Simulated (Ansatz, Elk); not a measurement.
# MgMn2Si2: X-ray structure factors from the self-consistent density

The structure of MgMn2Si2 used here is made up (a known structure type with other elements) and was relaxed beforehand with PBE. The aim is the Fourier transform of its all-electron density, F(hkl), set beside the sum over free spherical atoms that refinements use.

Method: DFT, PBE, all-electron APW+lo, Dirac cores, scalar-relativistic bands, static density, ferromagnetic start, in Elk 11.2.3 (patched build).

The structure was built from a prototype and need not be the compound's stable phase.

## 1. The starting structure

Symmetry: P-3m1, No. 164, trigonal system. The conventional cell has a = 3.913 Å, b = 3.913 Å, c = 6.188 Å, α = 90.00°, β = 90.00°, γ = 120.00°. Nearest to Mn lie 4 Si at 2.33 to 2.36 Å. Nearest to Si lie 4 Mn at 2.33 to 2.36 Å and 3 Mg at 2.78 Å. Nearest to Mg lie 6 Si at 2.78 Å. Farther neighbours are not listed.

## 2. Ground state and structure factors

An all-electron density is needed, since X-rays see the cores too. Task 0 finds the density and task 195 Fourier-transforms it; tshift is off so that phases refer to the origin typed.

Input file elk.in:

```
tasks
  0
  195
  196

xctype
  20

spinpol
  .true.

rgkmax
  7.0

gmaxvr
  14.0

lmaxo
  7

lmaxapw
  8

swidth
  0.002

tshift
  .false.

ramdisk
  .false.

hmaxvr
  5.5

maxscl
  120

epspot
  1e-06

reducebf
  0.8

sppath
  './'

avec
  7.39494797720 0.00000000000 -0.00000000000
  -3.69747398860 6.40421280792 -0.00000000000
  -0.00000000000 -0.00000000000 11.69291986607

atoms
  3
  'Mn.in'
  2
  0.6666666667 0.3333333333 0.3562405989   0.000000 0.000000 -0.105000
  0.3333333333 0.6666666667 0.6437594011   0.000000 0.000000 -0.105000
  'Si.in'
  2
  0.6666666667 0.3333333333 0.7371181820   0.000000 0.000000 0.000000
  0.3333333333 0.6666666667 0.2628818180   0.000000 0.000000 0.000000
  'Mg.in'
  1
  -0.0000000000 -0.0000000000 0.0000000000   0.000000 0.000000 0.000000

ngridk
  6 6 3
```

The run is started by

```sh
OMP_NUM_THREADS=4 elk
```

Numbers of over 12 decimals in the logs are rounded to 6 here.

Output:

```text
┌─────────────────────────┐
│ Elk code version 11.2.3 │
└─────────────────────────┘

All units are atomic (Hartree, Bohr, etc.)

┌─────────────────────────────────────────────────┐
│ Ground-state run starting from atomic densities │
└─────────────────────────────────────────────────┘

Lattice vectors :
   7.394947977       0.000000000      -0.000000000
  -3.697473989       6.404212808      -0.000000000
  -0.000000000      -0.000000000       11.69291987

Reciprocal lattice vectors :
  0.8496591628      0.4905509464       0.000000000
   0.000000000      0.9811018927       0.000000000
   0.000000000       0.000000000      0.5373495568

Unit cell volume      :    553.7628936
Brillouin zone volume :   0.4479357795

Muffin-tin inner radius fraction :   0.1000000000E-01

Nuclei treated as point charges

Species : 1 (Mn)
 parameters loaded from : Mn.in
 name : manganese
 nuclear charge    :   -25.00000000
 electronic charge :    25.00000000
 atomic mass :    100145.9370
 muffin-tin radius :    2.273125064
 number of radial points in muffin-tin :    993
 inner part over the whole radius :   0.9957344351E-02
 number on inner part of muffin-tin    :    699
 approximate nuclear radius :   0.7074591925E-04
 number of mesh points to nuclear radius :    331
 atomic positions (lattice), magnetic fields (Cartesian) :
  1 :  -0.33333333  0.33333333  0.35624060    0.00000000  0.00000000 -0.10500000
  2 :   0.33333333 -0.33333333 -0.35624060    0.00000000  0.00000000 -0.10500000

Species : 2 (Si)
 parameters loaded from : Si.in
 name : silicon
 nuclear charge    :   -14.00000000
 electronic charge :    14.00000000
 atomic mass :    51196.73458
 muffin-tin radius :    2.083697976
 number of radial points in muffin-tin :    793
 inner part over the whole radius :   0.9872908432E-02
 number on inner part of muffin-tin    :    552
 approximate nuclear radius :   0.5963282101E-04
 number of mesh points to nuclear radius :    247
 atomic positions (lattice), magnetic fields (Cartesian) :
  1 :  -0.33333333  0.33333333 -0.26288182    0.00000000  0.00000000  0.00000000
  2 :   0.33333333 -0.33333333  0.26288182    0.00000000  0.00000000  0.00000000

Species : 3 (Mg)
 parameters loaded from : Mg.in
 name : magnesium
 nuclear charge    :   -12.00000000
 electronic charge :    12.00000000
 atomic mass :    44305.30466
 muffin-tin radius :    2.200000000
 number of radial points in muffin-tin :    793
 inner part over the whole radius :   0.9941530515E-02
 number on inner part of muffin-tin    :    552
 approximate nuclear radius :   0.5710277704E-04
 number of mesh points to nuclear radius :    241
 atomic positions (lattice), magnetic fields (Cartesian) :
  1 :   0.00000000  0.00000000  0.00000000    0.00000000  0.00000000  0.00000000

Total number of atoms per unit cell :    5
Total muffin-tin volume :    218.7926860
 ratio of muffin-tin to unit cell volume :   0.3951017457

Spin treatment :
 spin-polarised
 global magnetic field (Cartesian) :    0.000000000       0.000000000       0.000000000
 collinear magnetisation in z-direction

Number of Bravais lattice symmetries :   24
Number of crystal symmetries         :   12
Crystal has inversion symmetry
Real symmetric eigensolver will be used

k-point grid :      6     6     3
k-point offset :    0.000000000       0.000000000       0.000000000
k-point set is reduced with full crystal symmetry group
Total number of k-points :       17

Muffin-tin radius times maximum |G+k| :    7.000000000
 using average radius
Maximum |G+k| for APW functions       :    3.206994229
Maximum (1/2)|G+k|²                   :    5.142405994
Maximum |G| for potential and density :    14.00000000
Constant for pseudocharge density :    8
 order of it for each species :   15  15  15
 order of it for pair densities of each species (exact exchange by exxq0 0: 16) :   11   8  10
Radial integration step length :    1

G-vector grid sizes :     35    35    54
Number of G-vectors :    25625

Maximum angular momentum used for
[...]
RMS change in Kohn-Sham potential (target) :    3.352752759     (  0.1000000000E-05)
Absolute change in total energy (target)   :    4.082084842     (  0.1000000000E-03)

[... loops 3 to 19 left out ...]

┌──────────────────┐
│ Loop number : 20 │
└──────────────────┘

Energies :
 Fermi                       :     0.231372
 sum of occupied eigenvalues :     -1769.1622619283
 electron kinetic            :      3128.5552831865
 core electron kinetic       :      2813.8674092322
 Coulomb                     :     -6063.3669553341
 Coulomb potential           :     -4686.7523346318
 nuclear-nuclear             :     -477.63630249105
 electron-nuclear            :     -6498.1468241774
 Hartree                     :      912.41617133441
 Madelung                    :     -3719.9907880181
 xc potential                :     -210.76224813333
 xc effective B-field        :    -0.202934
 external B-field            :      0.000000
 exchange                    :     -159.04142204795
 correlation                 :     -3.837096
 electron entropic           :    -0.12207020936991E-02
 total energy                :     -3097.6914110681
 (external B-field energy excluded from total)

Density of states at Fermi energy :    94.42164953
 (states/Hartree/unit cell)

Estimated indirect band gap :   0.9087844323E-03
 from k-point 8 to k-point 14
Estimated direct band gap   :   0.4630251461E-02
 at k-point 14

Charges :
 core                        :    42.00000000
 valence                     :    48.00000000
 interstitial                :    8.059554720
 muffin-tins (core leakage)
  species : 1 (Mn)
[...]
species : 2 (Si)
[...]
species : 3 (Mg)
[...]
total in muffin-tins        :    81.94044528
 total calculated charge     :    89.99518227
 total charge                :    90.00000000
 error                       :   0.4817734341E-02

Moments :
 interstitial                :   0.1400399088
 muffin-tins
  species : 1 (Mn)
[...]
species : 2 (Si)
[...]
species : 3 (Mg)
[...]
total in muffin-tins        :    4.222460331
 total moment                :    4.362500240

RMS change in Kohn-Sham potential (target) :   0.5468904366E-06 (  0.1000000000E-05)
Absolute change in total energy (target)   :   0.2031507165E-04 (  0.1000000000E-03)

Convergence targets achieved

┌──────────────────┐
│ Loop number : 21 │
└──────────────────┘

Energies :
 Fermi                       :     0.231372
 sum of occupied eigenvalues :     -1769.1622584902
 electron kinetic            :      3128.5552584943
 core electron kinetic       :      2813.8673919916
 Coulomb                     :     -6063.3669359329
 Coulomb potential           :     -4686.7523568628
 nuclear-nuclear             :     -477.63630249105
 electron-nuclear            :     -6498.1467631106
 Hartree                     :      912.41612966867
 Madelung                    :     -3719.9907575015
 xc potential                :     -210.76218903525
 xc effective B-field        :    -0.202930
 external B-field            :      0.000000
 exchange                    :     -159.04141770090
 correlation                 :     -3.837096
 electron entropic           :    -0.12206714848899E-02
 total energy                :     -3097.6914122044
 (external B-field energy excluded from total)

Density of states at Fermi energy :    94.41799975
 (states/Hartree/unit cell)

Estimated indirect band gap :   0.9100217795E-03
 from k-point 8 to k-point 14
Estimated direct band gap   :   0.4631406775E-02
 at k-point 14

Charges :
 core                        :    42.00000000
 valence                     :    48.00000000
 interstitial                :    8.059555849
 muffin-tins (core leakage)
  species : 1 (Mn)
[...]
species : 2 (Si)
   atom 1                    :    12.05224254     (  0.2474517380E-02)
   atom 2                    :    12.05224254     (  0.2474517380E-02)
  species : 3 (Mg)
   atom 1                    :    10.47751696     ( -0.9828258563E-07)
 total in muffin-tins        :    81.94044415
 total calculated charge     :    89.99518227
 total charge                :    90.00000000
 error                       :   0.4817734510E-02

Moments :
 interstitial                :   0.1400448522
 muffin-tins
  species : 1 (Mn)
[...]
species : 2 (Si)
   atom 1                    :  -0.1210834076
   atom 2                    :  -0.1210834076
  species : 3 (Mg)
   atom 1                    :  -0.1214403110E-01
 total in muffin-tins        :    4.222420895
 total moment                :    4.362465747

┌──────────────────────────────┐
│ Self-consistent loop stopped │
└──────────────────────────────┘

Warning : core states of species 2 leak from the muffin-tin :   0.2474517380E-02

Wrote STATE.OUT
```

It took 2.6 min on 4 threads of Arm Neoverse V2, shared host; peak memory 0.38 GiB.

SFACRHO.OUT:

```text

h k l indices transformed by vhmat matrix:
   1.000000000       0.000000000       0.000000000    
   0.000000000       1.000000000       0.000000000    
   0.000000000       0.000000000       1.000000000    

      h      k      l  multipl.   |H|            Re(F)            Im(F)           |F|

      0      0      0      1   0.0000000       89.999999      0.30306814E-16   89.999999    
      0      0     -1      2  0.53734956      -20.350195     -0.18845898E-14   20.350195    
      0      1      0      6  0.98110189      -22.525985      0.67393333E-14   22.525985    
      0      0     -2      2   1.0746991      -21.319368     -0.18280084E-15   21.319368    
     -1      1      1      6   1.1186177       31.975538     -0.96307381E-14   31.975538    
     -1      1     -1      6   1.1186177       13.119303      0.99484315E-15   13.119303    
      0     -1      2      6   1.4551767      -6.1784111     -0.38840479E-14   6.1784111    
     -1      0      2      6   1.4551767       50.014071      0.15328695E-13   50.014071    
      0      0      3      2   1.6120487       44.090037     -0.38891742E-16   44.090037    
     -1     -1      0      6   1.6993183       59.432383      0.23003598E-13   59.432383    
      1     -2     -1     12   1.7822534      -14.311526     -0.38414976E-14   14.311526    
      0      1     -3      6   1.8871306       16.635997     -0.95669811E-14   16.635997    
     -1      1     -3      6   1.8871306      -34.907871      0.27426723E-13   34.907871    
      2      0      0      6   1.9622038      -16.254705      0.11540125E-13   16.254705    
     -1     -1     -2     12   2.0106370      -15.887867     -0.91049713E-14   15.887867    
      2     -2      1      6   2.0344504       24.732467      0.13438242E-13   24.732467    
      0      2     -1      6   2.0344504       10.395964      0.20089204E-16   10.395964    
      0      0      4      2   2.1493982      -4.4176582     -0.49302785E-15   4.4176582
```

Elk indexes on the primitive cell of elk.in and gives |H| = 4π sin θ/λ in inverse bohr. Below, one row stands for each form hkl of the conventional cell (m members, Friedel mates merged), F is for one primitive cell and the density is static (no thermal factor). Free-atom factors are Waasmaier and Kirfel's, and R is Σm||F|−|F'||/Σm|F|.

| hkl | m | sin θ/λ (Å⁻¹) | abs F, DFT | neutral atoms | diff. |
| --- | --- | --- | --- | --- | --- |
| 001 | 2 | 0.081 | 20.350 | 20.020 | +0.331 |
| 100 | 6 | 0.147 | 22.526 | 22.135 | +0.391 |
| 002 | 2 | 0.162 | 21.319 | 20.893 | +0.426 |
| 101 | 6 | 0.168 | 31.976 | 32.005 | -0.030 |
| 011 | 6 | 0.168 | 13.119 | 12.972 | +0.147 |
| 102 | 6 | 0.219 | 6.178 | 6.365 | -0.187 |
| 012 | 6 | 0.219 | 50.014 | 50.352 | -0.338 |
| 003 | 2 | 0.242 | 44.090 | 44.478 | -0.388 |
| 110 | 6 | 0.256 | 59.432 | 59.949 | -0.516 |
| 111 | 12 | 0.268 | 14.312 | 14.336 | -0.024 |
| 103 | 6 | 0.284 | 16.636 | 16.791 | -0.155 |
| 013 | 6 | 0.284 | 34.908 | 35.148 | -0.240 |
| 200 | 6 | 0.295 | 16.255 | 16.731 | -0.476 |
| 112 | 12 | 0.302 | 15.888 | 16.125 | -0.237 |
| 021 | 6 | 0.306 | 24.733 | 24.860 | -0.127 |
| 201 | 6 | 0.306 | 10.396 | 10.542 | -0.146 |
| 004 | 2 | 0.323 | 4.418 | 4.652 | -0.234 |
| 022 | 6 | 0.336 | 4.553 | 4.460 | +0.093 |

## 3. The magnetisation density

The same run holds the spin density, and task 196 transforms it. The order is that of the start, and no other was tried.

SFACMAG_1.OUT:

```text

h k l indices transformed by vhmat matrix:
   1.000000000       0.000000000       0.000000000    
   0.000000000       1.000000000       0.000000000    
   0.000000000       0.000000000       1.000000000    

      h      k      l  multipl.   |H|            Re(F)            Im(F)           |F|

      0      0      0      1   0.0000000       4.3624659      0.10517660E-16   4.3624659    
      0      0     -1      2  0.53734956      -2.5864991     -0.31381738E-16   2.5864991    
      0      1      0      6  0.98110189      -1.7195905      0.68344099E-15   1.7195905    
      0      0     -2      2   1.0746991     -0.86012988      0.93277566E-17  0.86012988    
     -1      1      1      6   1.1186177       3.5327892     -0.14397255E-14   3.5327892    
     -1      1     -1      6   1.1186177      -1.5511973      0.73602861E-15   1.5511973    
      0     -1      2      6   1.4551767      -1.9756498     -0.50897386E-15   1.9756498    
     -1      0      2      6   1.4551767       2.6223656      0.11647686E-14   2.6223656    
      0      0      3      2   1.6120487       2.3212438     -0.13835603E-15   2.3212438    
     -1     -1      0      6   1.6993183       2.2722987      0.10078666E-14   2.2722987    
      1     -2     -1     12   1.7822534      -1.3212937     -0.13867739E-16   1.3212937    
      0      1     -3      6   1.8871306     -0.13054362      0.11249475E-16  0.13054362    
     -1      1     -3      6   1.8871306      -1.6860792      0.83899418E-15   1.6860792    
      2      0      0      6   1.9622038     -0.98426668      0.46045756E-15  0.98426668    
     -1     -1     -2     12   2.0106370     -0.39994611     -0.22045737E-15  0.39994611    
      2     -2      1      6   2.0344504       1.7016141      0.15809095E-14   1.7016141
```

The total moment is 4.36 μB a cell; sphere moments: Mn1 +2.24, Mn2 +2.24, Si3 -0.12, Si4 -0.12, Mg5 -0.01 μB. Polarised neutrons measure spin and orbital magnetisation together; without spin-orbit coupling the run gives the spin part:

| hkl | sin θ/λ (Å⁻¹) | abs F_M (μB) |
| --- | --- | --- |
| 001 | 0.081 | 2.587 |
| 100 | 0.147 | 1.720 |
| 002 | 0.162 | 0.860 |
| 101 | 0.168 | 3.533 |
| 011 | 0.168 | 1.551 |
| 102 | 0.219 | 1.976 |
| 012 | 0.219 | 2.622 |
| 003 | 0.242 | 2.321 |
| 110 | 0.256 | 2.272 |
| 111 | 0.268 | 1.321 |
| 103 | 0.284 | 0.131 |
| 013 | 0.284 | 1.686 |
| 200 | 0.295 | 0.984 |
| 112 | 0.302 | 0.400 |

(Continued in part 2 of 2.)

[Logs are printed without paths, hosts, clocks, repeated set-up lines and the standing remarks that a program may print on its own settings, such as how far it seeks lower states.]

[Hosts, paths, dates, database ids (printed as entryN), source tags and the programs' standing remarks are cut or masked in the printed files.]
